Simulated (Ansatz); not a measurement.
# Fe wire along [110], 17 atoms a period: bands along the axis, part 2 of 2

What gap, if any, does the Fe wire along [110], 17 atoms a period have, and how many channels would it open?

Ansatz 0.2.0; DFT PBE, plane waves, PAW; relaxation of a wire's period; PAW set soft_1 (the session's first sound run).

So far: The starting structure; The relaxed wire.

## Step 2: The relaxed wire (continued)

Step by step:

```csv
step,energy less that of the first step (eV),largest force component (eV/Å),pressure (GPa),volume (Å³)
1,0.0000,1.5824,-2.08,738.24
2,-0.7931,0.6726,-0.73,725.23
3,-0.9688,0.4499,0.22,710.32
4,-1.0463,0.1254,-0.24,697.32
5,-1.0542,0.0541,-0.03,696.46
6,-1.0552,0.0187,-0.01,696.65
7*,-1.0392,0.0184,0.00,696.65
```

Relaxation steps marked * repeat the geometry before them on a plane-wave basis chosen anew for their cell, so energy and pressure can jump there.

Forces are held to the 8 operations that the run works with; a distortion that breaks them can't arise in this run.

```csv
cell as run,before,after,change
c (Å),4.002,3.777,-5.6 %
```

The atoms that moved most (Å, along periodic axes as changes of fractional coordinates times the final cell, across vacuum about the mean position):

```csv
atom,dx,dy,dz,length
Fe14,0.162,-0.283,0.000,0.326
Fe8,-0.162,-0.283,0.000,0.326
Fe13,0.162,0.283,0.000,0.326
Fe7,-0.162,0.283,0.000,0.326
Fe3,0.000,0.237,0.000,0.237
Fe16,0.000,-0.237,0.000,0.237
Fe6,0.203,0.000,0.000,0.203
Fe1,-0.203,0.000,0.000,0.203
```

This step gave:

- energy at zero smearing: -76151.1485 eV
- total moment: 45.85 μB
- absolute moment: 47.53 μB
- cell length along the wire: 3.777 Å

Site moment by atom:

```csv
atom,site moment (μB)
Fe1,2.78
Fe2,2.46
Fe3,2.92
Fe4,2.38
Fe5,2.46
Fe6,2.78
Fe7,2.79
Fe8,2.79
Fe9,2.26
Fe10,2.51
Fe11,2.51
Fe12,2.26
Fe13,2.79
Fe14,2.79
Fe15,2.46
Fe16,2.92
Fe17,2.46
```

The cell's length comes to 3.777 Å with an absolute moment of 47.53 μB a cell.

## Step 3: The wire at its relaxed period

This step: DFT PBE, plane waves, PAW; bands of a perfect wire; PAW set soft_1 (Ansatz 0.2.0).

At the relaxed period the bands are computed along the axis; those that cross an energy going forward count the channels that a perfect wire would open there.

input.yaml reads:

```yaml
crystal:
  lattice:
    - [12.46, 0.0, 0.0]
    - [0.0, 14.804, 0.0]
    - [0.0, 0.0, 3.7767204757]
  atoms:
    - { symbol: Fe, position: [0.256568214, 0.500015157, 0.0], spin: 2.78 }
    - { symbol: Fe, position: [0.379668963, 0.36777036, 0.0], spin: 2.46 }
    - { symbol: Fe, position: [0.5, 0.245691433, 0.0], spin: 2.92 }
    - { symbol: Fe, position: [0.5, 0.500015157, 0.0], spin: 2.38 }
    - { symbol: Fe, position: [0.620331037, 0.36777036, 0.0], spin: 2.46 }
    - { symbol: Fe, position: [0.743431786, 0.500015157, 0.0], spin: 2.78 }
    - { symbol: Fe, position: [0.259866146, 0.383935605, 0.5], spin: 2.79 }
    - { symbol: Fe, position: [0.259866146, 0.616094709, 0.5], spin: 2.79 }
    - { symbol: Fe, position: [0.385262366, 0.500015157, 0.5], spin: 2.26 }
    - { symbol: Fe, position: [0.5, 0.357929088, 0.5], spin: 2.51 }
    - { symbol: Fe, position: [0.5, 0.642101226, 0.5], spin: 2.51 }
    - { symbol: Fe, position: [0.614737634, 0.500015157, 0.5], spin: 2.26 }
    - { symbol: Fe, position: [0.740133854, 0.383935605, 0.5], spin: 2.79 }
    - { symbol: Fe, position: [0.740133854, 0.616094709, 0.5], spin: 2.79 }
    - { symbol: Fe, position: [0.379668963, 0.632259954, 0.0], spin: 2.46 }
    - { symbol: Fe, position: [0.5, 0.754338881, 0.0], spin: 2.92 }
    - { symbol: Fe, position: [0.620331037, 0.632259954, 0.0], spin: 2.46 }
magnetization:
  spin_polarized: true
kpoints:
  mp_grid: { grid: [1, 1, 22] }
  band_path: { path: ["Γ", Z], npoints: 90 }
scf:
  occupations: { method: fermi_dirac, width: 0.05 }
hamiltonian:
  xc: pbe
  pseudopotentials: { kind: paw, azcp: { folder: soft_1 } }
output:
  dos: { e_range: [-5, 4] }
  write_potential: true
  write_density: true
  volumetric_format: npy
```

Started as:

```sh
$ ansatz run input.yaml --threads 4 --pin off --max-ram 16384MiB --backend cpu --events-out ev --progress --plain --runs-dir out
```

Numbers of over 12 decimals in the logs are rounded to 6 here.

What it wrote:

```text
[...]
Crystal: 17 atoms, lattice volume = 696.646 Å³
Basis set: ecut = 420 eV, 13609 PW (Γ)
Bands: 190, of which v1, the nominal top of the filled ones, is band 136 counted from 1 (135 counted from 0)
Symmetry: 8 space group operations
[...]
k-points: 12 of 22
[...]
Starting moments: Σ|m| = 44.32 μB on 17 of 17 sites
[...]
SCF iter   1: F=—  HF=-76147.079542 eV  |F-HF|=—  |Δ(HF+E_count)|=         —  Δρ=4.11e-2 (↑2.42e-2 ↓4.11e-2)  dr2=6.05e1  dr2_m=5.10e0  M=46.142 μB ∫|m|=46.525 μB  β_m=0.30  ethr=3.10e-3  ⟨swp⟩=8.4  Hψ=22161  notcnv=0  defer=262
[...]
SCF iter  14: F=-76151.203460 eV  HF=-76151.203460 eV  |F-HF|=6.07e-8  |Δ(HF+E_count)|=   5.69e-8  Δρ=2.08e-6 (↑1.02e-6 ↓2.08e-6)  dr2=7.90e-8  dr2_m=5.55e-9  M=45.843 μB ∫|m|=47.516 μB  ethr=3.59e-11  ⟨swp⟩=13.2  Hψ=22210  notcnv=0
SCF 1 converged in 14 iterations: F = -76151.203460 eV  dr2 = 7.90e-8
[...]
WARN: The output density's exchange-correlation potential varies sharply where the density is thin. Do not read a vacuum level from v_tot or v_xc, or from such a field of the output density. On a cell that repeats whose density bears no net charge and no dipole along the vacuum's axis use v_es (v_loc + v_h of the components); under efield.dipole_correction with no amplitude use v_es + v_field, which holds any externa [...]
NSCF: frozen V_eff on 91 k-points
SCF converged after 14 iterations
Magnetization: 45.8431 μB (158.9216 up, 113.0784 down)
Absolute magnetization: 47.5209 μB (∫|ρ↑−ρ↓|, with the PAW one-centre terms)
[...]
Per-site moments (μB) at R_I (Å): [(2.777184, 1.021902), (2.457671, 0.968642), (2.921926, 0.968642), (2.380948, 0.977002), (2.457671, 0.968642), (2.777184, 1.021902), (2.792119, 0.958053), (2.792119, 0.958053), (2.256907, 0.958053), (2.506431, 0.996433), (2.506431, 0.996433), (2.256907, 0.958053), (2.792119, 0.958053), (2.792119, 0.958053), (2.457671, 0.968642), (2.921926, 0.968642), (2.457671, 0.968642)]
Free energy (F): -76151.203460 eV
[...]
Internal energy: -76151.091309 eV  (E = F + TS)
E sigma→0 (E₀):  -76151.147384 eV
Entropy (-TS):   -0.112151 eV (-6.597 meV/atom)
Fermi energy:    2.518233 eV
[...]
--- Band table (eV; the first three rows and the last of 24) ---
  k-point 0 ↑: bands = [... 132 lower, 1.1667, 1.1704, 1.2303, 1.2566, 1.2684, 1.3138, 1.3908, 1.4618, ... 50 higher]
  k-point 1 ↑: bands = [... 132 lower, 1.1491, 1.1618, 1.2116, 1.2355, 1.2524, 1.3163, 1.4298, 1.4303, ... 50 higher]
  k-point 2 ↑: bands = [... 132 lower, 1.1425, 1.1590, 1.1617, 1.1874, 1.2405, 1.3235, 1.3657, 1.4457, ... 50 higher]
  k-point 11 ↓: bands = [... 132 lower, 3.6967, 3.7903, 3.8260, 3.8392, 3.8514, 3.8915, 3.9354, 3.9382, ... 50 higher]
```

Elapsed: 6.2 min, on 4 threads of Intel Xeon Platinum 8259CL at 2.50GHz (Skylake/Cascade Lake), shared host; peak memory 10 GiB; 24 min of CPU time.

Numbers from this step:

```
energy at zero smearing : -76151.1474 eV
total moment            : 45.84 μB
absolute moment         : 47.52 μB
band gap                : 0 eV
```

Between Γ and Z the bands cross the Fermi level 12 times, so a perfect wire would conduct at least 6 G₀, with an absolute moment of 47.52 μB a cell.

## Step 4: What came out

```
cell length, PBE                                            : 3.777 Å
absolute moment, PBE                                        : 47.5 μB
ballistic conductance by band crossings, a lower bound, PBE : 6 G₀
```

In words: Under PBE the cell's length is 3.78 Å, the absolute moment is 47.52 μB a cell, and the bands cross the Fermi level 12 times between Γ and Z, which gives a perfect wire at least 6 G₀ (opposite crossings within one step of the path cancel in such a count). In the perfect wire the moments were started parallel, and no opposed start was run. No search over magnetic orders was made; another may lie lower.

[Logs are printed without paths, hosts, clocks, repeated set-up lines and the standing remarks that a program may print on its own settings, such as how far it seeks lower states.]

[Hosts, paths, dates, database ids (printed as entryN), source tags and the programs' standing remarks are cut or masked in the printed files.]
